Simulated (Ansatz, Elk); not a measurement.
# How far do independent atoms describe Ni2AgS2?

Structure refinements treat a crystal as free atoms side by side. For a made-up structure of Ni2AgS2 (cell and positions from a PBEsol relaxation) the runs below show what the calculated density changes in F(hkl).

Calculated with Elk 11.2.3 (patched build); DFT, PBE, all-electron APW+lo, Dirac cores, scalar-relativistic bands, static density, no spin.

The structure was built from a prototype and need not be the compound's stable phase.

### 1. The starting structure

The structure is trigonal, space group P-3m1 (No. 164). Conventional cell: a = 3.773 Å, b = 3.773 Å, c = 5.939 Å, α = 90.00°, β = 90.00°, γ = 120.00°. Nearest to Ag lie 6 S at 2.76 Å. Nearest to Ni lie 4 S at 2.20 to 2.23 Å. Nearest to S lie 4 Ni at 2.20 to 2.23 Å and 3 Ag at 2.76 Å. Farther neighbours and most contacts between anions are not listed.

As a file:

```cif
data_structure
_symmetry_space_group_name_H-M 'P 1'
_symmetry_Int_Tables_number 1
_cell_length_a 3.7726
_cell_length_b 3.7726
_cell_length_c 5.9392
_cell_angle_alpha 90.000
_cell_angle_beta 90.000
_cell_angle_gamma 120.000
_cell_volume 73.21
loop_
_atom_site_label
_atom_site_type_symbol
_atom_site_fract_x
_atom_site_fract_y
_atom_site_fract_z
_atom_site_occupancy
Ag1 Ag 0.00000 0.00000 0.00000 1
Ni2 Ni 0.66667 0.33333 0.65968 1
Ni3 Ni 0.33333 0.66667 0.34032 1
S4 S 0.66667 0.33333 0.28499 1
S5 S 0.33333 0.66667 0.71501 1
```

### 2. Ground state and structure factors

An all-electron density is needed, since X-rays see the cores too. Task 0 finds the density and task 195 Fourier-transforms it; tshift is off so that phases refer to the origin typed.

elk.in reads:

```
tasks
  0
  195

xctype
  20

spinpol
  .false.

rgkmax
  7.0

gmaxvr
  14.0

lmaxo
  7

lmaxapw
  8

swidth
  0.002

tshift
  .false.

ramdisk
  .false.

hmaxvr
  5.5

maxscl
  120

epspot
  1e-06

sppath
  './'

avec
  7.12922423696 0.00000000000 -0.00000000000
  -3.56461211848 6.17408929848 0.00000000000
  -0.00000000000 -0.00000000000 11.22343124402

atoms
  3
  'Ag.in'
  1
  -0.0000000000 0.0000000000 0.0000000000   0.000000 0.000000 0.000000
  'Ni.in'
  2
  0.6666666667 0.3333333333 0.6596849217   0.000000 0.000000 0.000000
  0.3333333333 0.6666666667 0.3403150783   0.000000 0.000000 0.000000
  'S.in'
  2
  0.6666666667 0.3333333333 0.2849905976   0.000000 0.000000 0.000000
  0.3333333333 0.6666666667 0.7150094024   0.000000 0.000000 0.000000

ngridk
  7 7 4
```

Run with:

```
> OMP_NUM_THREADS=4 elk
```

Numbers of over 12 decimals in the logs are rounded to 6 here.

Output:

```text
┌─────────────────────────┐
│ Elk code version 11.2.3 │
└─────────────────────────┘

All units are atomic (Hartree, Bohr, etc.)

┌─────────────────────────────────────────────────┐
│ Ground-state run starting from atomic densities │
└─────────────────────────────────────────────────┘

Lattice vectors :
   7.129224237       0.000000000      -0.000000000
  -3.564612118       6.174089298       0.000000000
  -0.000000000      -0.000000000       11.22343124

Reciprocal lattice vectors :
  0.8813280517      0.5088349879       0.000000000
   0.000000000       1.017669976       0.000000000
   0.000000000       0.000000000      0.5598274869

Unit cell volume      :    494.0157917
Brillouin zone volume :   0.5021098872

Muffin-tin inner radius fraction :   0.1000000000E-01

Nuclei treated as point charges

Species : 1 (Ag)
 parameters loaded from : Ag.in
 name : silver
 nuclear charge    :   -47.00000000
 electronic charge :    47.00000000
 atomic mass :    196631.6998
 muffin-tin radius :    2.600000000
 number of radial points in muffin-tin :   1193
 inner part over the whole radius :   0.9869554211E-02
 number on inner part of muffin-tin    :    849
 approximate nuclear radius :   0.8648227117E-04
 number of mesh points to nuclear radius :    425
 atomic positions (lattice), magnetic fields (Cartesian) :
  1 :   0.00000000  0.00000000  0.00000000    0.00000000  0.00000000  0.00000000

Species : 2 (Ni)
 parameters loaded from : Ni.in
 name : nickel
 nuclear charge    :   -28.00000000
 electronic charge :    28.00000000
 atomic mass :    106991.5231
 muffin-tin radius :    2.145720767
 number of radial points in muffin-tin :    993
 inner part over the whole radius :   0.9960338521E-02
 number on inner part of muffin-tin    :    699
 approximate nuclear radius :   0.7325707712E-04
 number of mesh points to nuclear radius :    337
 atomic positions (lattice), magnetic fields (Cartesian) :
  1 :  -0.33333333  0.33333333 -0.34031508    0.00000000  0.00000000  0.00000000
  2 :   0.33333333 -0.33333333  0.34031508    0.00000000  0.00000000  0.00000000

Species : 3 (S)
 parameters loaded from : S.in
 name : sulphur
 nuclear charge    :   -16.00000000
 electronic charge :    16.00000000
 atomic mass :    58450.91931
 muffin-tin radius :    1.966910703
 number of radial points in muffin-tin :    793
 inner part over the whole radius :   0.9845653222E-02
 number on inner part of muffin-tin    :    552
 approximate nuclear radius :   0.6195814986E-04
 number of mesh points to nuclear radius :    252
 atomic positions (lattice), magnetic fields (Cartesian) :
  1 :  -0.33333333  0.33333333  0.28499060    0.00000000  0.00000000  0.00000000
  2 :   0.33333333 -0.33333333 -0.28499060    0.00000000  0.00000000  0.00000000

Total number of atoms per unit cell :    5
Total muffin-tin volume :    220.1344332
 ratio of muffin-tin to unit cell volume :   0.4456020170

Spin treatment :
 spin-unpolarised

Number of Bravais lattice symmetries :   24
Number of crystal symmetries         :   12
Crystal has inversion symmetry
Real symmetric eigensolver will be used

k-point grid :      7     7     4
k-point offset :    0.000000000       0.000000000       0.000000000
k-point set is reduced with full crystal symmetry group
Total number of k-points :       28

Muffin-tin radius times maximum |G+k| :    7.000000000
 using average radius
Maximum |G+k| for APW functions       :    3.233177816
Maximum (1/2)|G+k|²                   :    5.226719396
Maximum |G| for potential and density :    14.00000000
Constant for pseudocharge density :    9
 order of it for each species :   16  16  16
 order of it for pair densities of each species (exact exchange by exxq0 0: 17) :   14   9   7
Radial integration step length :    1

G-vector grid sizes :     32    32    54
Number of G-vectors :    22875

Maximum angular momentum used for
 APW functions            :    8
 outer part of muffin-tin :    7
 inner part of muffin-tin :    2

Total nuclear charge    :   -135.0000000
[...]
electron entropic           :    -0.11106851951660E-02
 total energy                :     -9158.7027739455

Density of states at Fermi energy :    79.86494256
 (states/Hartree/unit cell)

Estimated indirect band gap :   0.3462610360E-02
 from k-point 26 to k-point 5
Estimated direct band gap   :   0.6046820870E-02
 at k-point 12

Charges :
 core                        :    72.00000000
 valence                     :    63.00000000
 interstitial                :    7.601209552
 muffin-tins (core leakage)
  species : 1 (Ag)
   atom 1                    :    44.74890378     ( -0.3322371072E-06)
  species : 2 (Ni)
[...]
species : 3 (S)
[...]
total in muffin-tins        :    127.3987904
 total calculated charge     :    134.9963586
 total charge                :    135.0000000
 error                       :   0.3641407872E-02

RMS change in Kohn-Sham potential (target) :   0.6311439780     (  0.1000000000E-05)
Absolute change in total energy (target)   :    1.106226029     (  0.1000000000E-03)

[... loops 3 to 17 left out ...]

┌──────────────────┐
│ Loop number : 18 │
└──────────────────┘

Energies :
 Fermi                       :     0.287610
 sum of occupied eigenvalues :     -5372.8241244683
 electron kinetic            :      9455.5959683722
 core electron kinetic       :      8915.2677646234
 Coulomb                     :     -18284.809745541
 Coulomb potential           :     -14401.608369473
 nuclear-nuclear             :     -1224.3488219761
 electron-nuclear            :     -19752.690903140
 Hartree                     :      2692.2299795748
 Madelung                    :     -11084.005560805
 xc potential                :     -426.81172336790
 exchange                    :     -321.65354547043
 correlation                 :     -6.495480
 electron entropic           :    -0.13423508171436E-02
 total energy                :     -9157.3641450246

Density of states at Fermi energy :    101.5266252
 (states/Hartree/unit cell)

Estimated indirect band gap :   0.2104960732E-02
 from k-point 4 to k-point 2
Estimated direct band gap   :   0.4374868250E-02
 at k-point 4

Charges :
 core                        :    72.00000000
 valence                     :    63.00000000
 interstitial                :    7.785418474
 muffin-tins (core leakage)
  species : 1 (Ag)
[...]
species : 2 (Ni)
[...]
species : 3 (S)
[...]
total in muffin-tins        :    127.2145815
 total calculated charge     :    134.9963598
 total charge                :    135.0000000
 error                       :   0.3640154586E-02

RMS change in Kohn-Sham potential (target) :   0.2173595631E-06 (  0.1000000000E-05)
Absolute change in total energy (target)   :   0.4923473716E-04 (  0.1000000000E-03)

Convergence targets achieved

┌──────────────────┐
│ Loop number : 19 │
└──────────────────┘

Energies :
 Fermi                       :     0.287610
 sum of occupied eigenvalues :     -5372.8241202773
 electron kinetic            :      9455.5959665059
 core electron kinetic       :      8915.2677614372
 Coulomb                     :     -18284.809739620
 Coulomb potential           :     -14401.608369280
 nuclear-nuclear             :     -1224.3488219761
 electron-nuclear            :     -19752.690891412
 Hartree                     :      2692.2299737679
 Madelung                    :     -11084.005554980
 xc potential                :     -426.81171750274
 exchange                    :     -321.65354527713
 correlation                 :     -6.495480
 electron entropic           :    -0.13423515763458E-02
 total energy                :     -9157.3641407797

Density of states at Fermi energy :    101.5266985
 (states/Hartree/unit cell)

Estimated indirect band gap :   0.2104948873E-02
 from k-point 4 to k-point 2
Estimated direct band gap   :   0.4374862683E-02
 at k-point 4

Charges :
 core                        :    72.00000000
 valence                     :    63.00000000
 interstitial                :    7.785418698
 muffin-tins (core leakage)
  species : 1 (Ag)
[...]
species : 2 (Ni)
[...]
atom 2                    :    26.81259656     (  0.1091645814E-02)
  species : 3 (S)
   atom 1                    :    13.83739009     (  0.3296411914E-03)
   atom 2                    :    13.83739009     (  0.3296411914E-03)
 total in muffin-tins        :    127.2145813
 total calculated charge     :    134.9963598
 total charge                :    135.0000000
 error                       :   0.3640154518E-02

┌──────────────────────────────┐
│ Self-consistent loop stopped │
└──────────────────────────────┘

Warning : core states of species 2 leak from the muffin-tin :   0.1091645814E-02

Warning : core states of species 3 leak from the muffin-tin :   0.3296411914E-03

Wrote STATE.OUT
```

Wall time 28 s (4 threads of Arm Neoverse V2, shared host); peak memory 0.19 GiB; 85 s of CPU time.

SFACRHO.OUT:

```text

h k l indices transformed by vhmat matrix:
   1.000000000       0.000000000       0.000000000    
   0.000000000       1.000000000       0.000000000    
   0.000000000       0.000000000       1.000000000    

      h      k      l  multipl.   |H|            Re(F)            Im(F)           |F|

      0      0      0      1   0.0000000       135.00000     -0.24221421E-16   135.00000    
      0      0     -1      2  0.55982749       9.7606307      -0.0000000       9.7606307    
     -1      0      0      6   1.0176700       4.1959058     -0.51418847E-14   4.1959058    
      0      0      2      2   1.1196550      -1.8513066      -0.0000000       1.8513066    
      0      1      1      6   1.1614900       68.384889     -0.17139616E-14   68.384889    
      1     -1     -1      6   1.1614900       40.872328      -0.0000000       40.872328    
     -1      0     -2      6   1.5130365       80.321613      -0.0000000       80.321613    
     -1      0      2      6   1.5130365       29.223075     -0.10283769E-13   29.223075    
      0      0     -3      2   1.6794825       87.189463     -0.17139616E-13   87.189463    
      1     -2      0      6   1.7626561       92.998678      0.25699245E-13   92.998678    
      1      1     -1     12   1.8494224       8.5927411      0.85698079E-14   8.5927411    
      0     -1     -3      6   1.9637499       25.126936      0.17139616E-14   25.126936    
      1      0      3      6   1.9637499      -8.3126989      0.42849040E-14   8.3126989    
      2     -2      0      6   2.0353400       4.9375003     -0.51418847E-14   4.9375003    
      1     -2     -2     12   2.0882011      0.47812949     -0.16711125E-13  0.47812949    
     -2      0      1      6   2.1109276       31.514063      0.42849040E-15   31.514063    
      0      2     -1      6   2.1109276       54.595749     -0.28280366E-13   54.595749    
      0      0      4      2   2.2393099       19.094234      -0.0000000       19.094234
```

Elk indexes on the primitive cell of elk.in and gives |H| = 4π sin θ/λ in inverse bohr. Below, one row stands for each form hkl of the conventional cell (m members, Friedel mates merged), F is for one primitive cell and the density is static (no thermal factor). Free-atom factors are Waasmaier and Kirfel's, and R is Σm||F|−|F'||/Σm|F|.

```tsv
hkl	m	sin θ/λ (Å⁻¹)	abs F, DFT	neutral atoms	diff.
001	2	0.084	9.761	10.023	-0.263
100	6	0.153	4.196	4.639	-0.443
002	2	0.168	1.851	1.343	+0.508
011	6	0.175	68.385	68.353	+0.032
101	6	0.175	40.872	40.963	-0.091
102	6	0.228	80.322	80.448	-0.126
012	6	0.228	29.223	29.304	-0.081
003	2	0.253	87.189	87.414	-0.224
110	6	0.265	92.999	93.353	-0.354
111	12	0.278	8.593	8.608	-0.016
013	6	0.295	25.127	25.147	-0.020
103	6	0.295	8.313	8.367	-0.054
200	6	0.306	4.938	4.652	+0.285
112	12	0.314	0.478	0.303	+0.175
```

### 3. The highest occupied states alone

An energy window below the Fermi level keeps the highest occupied states, to see at which angles they scatter; shallow core shells can lie inside it and anion s states outside. No new self-consistency is needed.

Changes to elk.in since step 2:

```diff
@@ -1,3 +1,2 @@
 tasks
-  0
   195
@@ -40,2 +39,5 @@
 
+wsfac
+  -0.263630 0.587610
+
 sppath
```

Run with:

```
> OMP_NUM_THREADS=4 elk
```

Output:

```text
┌─────────────────────────────────┐
│ Elk code version 11.2.3 started │
└─────────────────────────────────┘

Info(readinput): the functional depends on the density's gradient
 muffin-tin radial points multiplied by    2.00000
 (not where nrmtscf is given)

┌────────────────────┐
│ Current task : 195 │
└────────────────────┘
Info(checkmt): changed muffin-tin radius of species 2 (Ni) from   2.4000 to   2.1457
Info(checkmt): changed muffin-tin radius of species 3 (S) from   2.2000 to   1.9669

Info(sfacrho): density structure factors written to SFACRHO.OUT

 Energy window :  -0.2636300000      0.5876100000

┌──────────────────┐
│ Elk code stopped │
└──────────────────┘
```

Run time: 7.9 s. Hardware: 4 threads; peak memory 0.16 GiB.

States within 15 eV below the Fermi level hold 42.47 electrons; any levels below the window count with the cores, and a count that is not whole means the window cuts a band. Their amplitudes can exceed the total, where window and core parts have opposite phase:

```tsv
hkl	sin θ/λ (Å⁻¹)	abs F, window	abs F, all
001	0.084	2.172	9.761
100	0.153	3.148	4.196
002	0.168	3.914	1.851
011	0.175	15.545	68.385
101	0.175	4.261	40.872
102	0.228	14.840	80.322
012	0.228	0.027	29.223
003	0.253	13.716	87.189
110	0.265	13.181	92.999
111	0.278	1.932	8.593
```

### 4. Another functional

The difference from free atoms is small, so it is set against the change that PBEsol makes.

Changes to elk.in since step 3:

```diff
@@ -1,2 +1,3 @@
 tasks
+  0
   195
@@ -4,3 +5,3 @@
 xctype
-  20
+  22
 
@@ -39,5 +40,2 @@
 
-wsfac
-  -0.263630 0.587610
-
 sppath
```

Run with:

```
> OMP_NUM_THREADS=4 elk
```

Output:

```text
┌─────────────────────────┐
│ Elk code version 11.2.3 │
└─────────────────────────┘

All units are atomic (Hartree, Bohr, etc.)

┌─────────────────────────────────────────────────┐
│ Ground-state run starting from atomic densities │
└─────────────────────────────────────────────────┘

Lattice vectors :
   7.129224237       0.000000000      -0.000000000
  -3.564612118       6.174089298       0.000000000
  -0.000000000      -0.000000000       11.22343124

Reciprocal lattice vectors :
  0.8813280517      0.5088349879       0.000000000
[...]
species : 3 (S)
   atom 1                    :    13.81642981     (  0.3321757622E-03)
   atom 2                    :    13.81642981     (  0.3321757622E-03)
 total in muffin-tins        :    127.1745939
 total calculated charge     :    134.9963198
 total charge                :    135.0000000
 error                       :   0.3680156150E-02

┌──────────────────────────────┐
│ Self-consistent loop stopped │
└──────────────────────────────┘

Warning : core states of species 2 leak from the muffin-tin :   0.1112459035E-02

Warning : core states of species 3 leak from the muffin-tin :   0.3321757622E-03

Wrote STATE.OUT
[key lines of the parts left out:]
total energy                :     -9151.0511160891
```

Elapsed: 28 s, on 4 threads; peak memory 0.19 GiB; 84 s of CPU time.

Against the first run R = 0.04 %; the largest change is -0.042 at 101.

### 5. Basis size

The basis and the expansions that go with it are enlarged, to see whether the differences are converged.

Changes to elk.in since step 4:

```diff
@@ -5,3 +5,3 @@
 xctype
-  22
+  20
 
@@ -11,12 +11,12 @@
 rgkmax
-  7.0
+  8.5
 
 gmaxvr
-  14.0
+  18.0
 
 lmaxo
-  7
+  9
 
 lmaxapw
-  8
+  10
```

Run with:

```
> OMP_NUM_THREADS=4 elk
```

Output:

```text
┌─────────────────────────┐
│ Elk code version 11.2.3 │
└─────────────────────────┘

All units are atomic (Hartree, Bohr, etc.)

┌─────────────────────────────────────────────────┐
│ Ground-state run starting from atomic densities │
└─────────────────────────────────────────────────┘

Lattice vectors :
   7.129224237       0.000000000      -0.000000000
  -3.564612118       6.174089298       0.000000000
  -0.000000000      -0.000000000       11.22343124

Reciprocal lattice vectors :
  0.8813280517      0.5088349879       0.000000000
[...]
species : 3 (S)
   atom 1                    :    13.84268079     (  0.3299791462E-03)
   atom 2                    :    13.84268079     (  0.3299791462E-03)
 total in muffin-tins        :    127.2557216
 total calculated charge     :    134.9971743
 total charge                :    135.0000000
 error                       :   0.2825727513E-02

┌──────────────────────────────┐
│ Self-consistent loop stopped │
└──────────────────────────────┘

Warning : core states of species 2 leak from the muffin-tin :   0.1093208419E-02

Warning : core states of species 3 leak from the muffin-tin :   0.3299791462E-03

Wrote STATE.OUT
[key lines of the parts left out:]
total energy                :     -9157.3893258381
```

Elapsed: 69 s, on 4 threads; peak memory 0.36 GiB.

Against the first run R = 0.01 %; the largest change is -0.016 at 025.

### 6. Settings against the effect

```tsv
run	R against the first run (%)	R against neutral atoms, low angle (%)	wall time
PBE, rgkmax 7	0.00	0.39	28 s
PBEsol	0.04	0.43	28 s
rgkmax 8.5 with larger expansions	0.01	0.39	69 s
```

### 7. What came out

* R against neutral atoms, sin θ/λ < 0.3 Å⁻¹: 0.39 %
* R against neutral atoms, 0.3 to 0.81 Å⁻¹: 0.27 %

What this shows: Independent neutral atoms miss the calculated amplitudes by R = 0.39 % below 0.3 Å⁻¹ and 0.27 % from there to 0.81 Å⁻¹; by shells, 2.69 % below 0.15 Å⁻¹ (1 form), 0.37 % 0.15 to 0.3 (11 forms), 0.30 % 0.3 to 0.45 (21 forms), 0.26 % above 0.45 (116 forms). Bonding, aspherical density and the tables' own atoms all enter these figures, and the runs don't part them. The largest change of an amplitude is +0.51 electrons, at 002. Weak lines can change much in proportion: 112 goes from 0.30 to 0.48. The window's part falls from 42.5 electrons at the origin to at most 4.56 between 0.45 and 0.81 Å⁻¹, where compact states inside the window still scatter. Below 0.3 Å⁻¹ the changes that finished (PBEsol and rgkmax 8.5 with larger expansions) move F by R = 0.05 % at most, against the 0.39 % that separates it from free atoms. The k-mesh has no finished test. These runs have no spin, though d or f shells may be open. The electron count is odd, so without spin the run is a metal by force. Part of the difference isn't bonding: the tables are fits to free atoms and ions calculated by other methods than this functional. Thermal motion, anomalous dispersion and extinction are left out.

[Logs are printed without paths, hosts, clocks, repeated set-up lines and the standing remarks that a program may print on its own settings, such as how far it seeks lower states.]

[Hosts, paths, dates, database ids (printed as entryN), source tags and the programs' standing remarks are cut or masked in the printed files.]
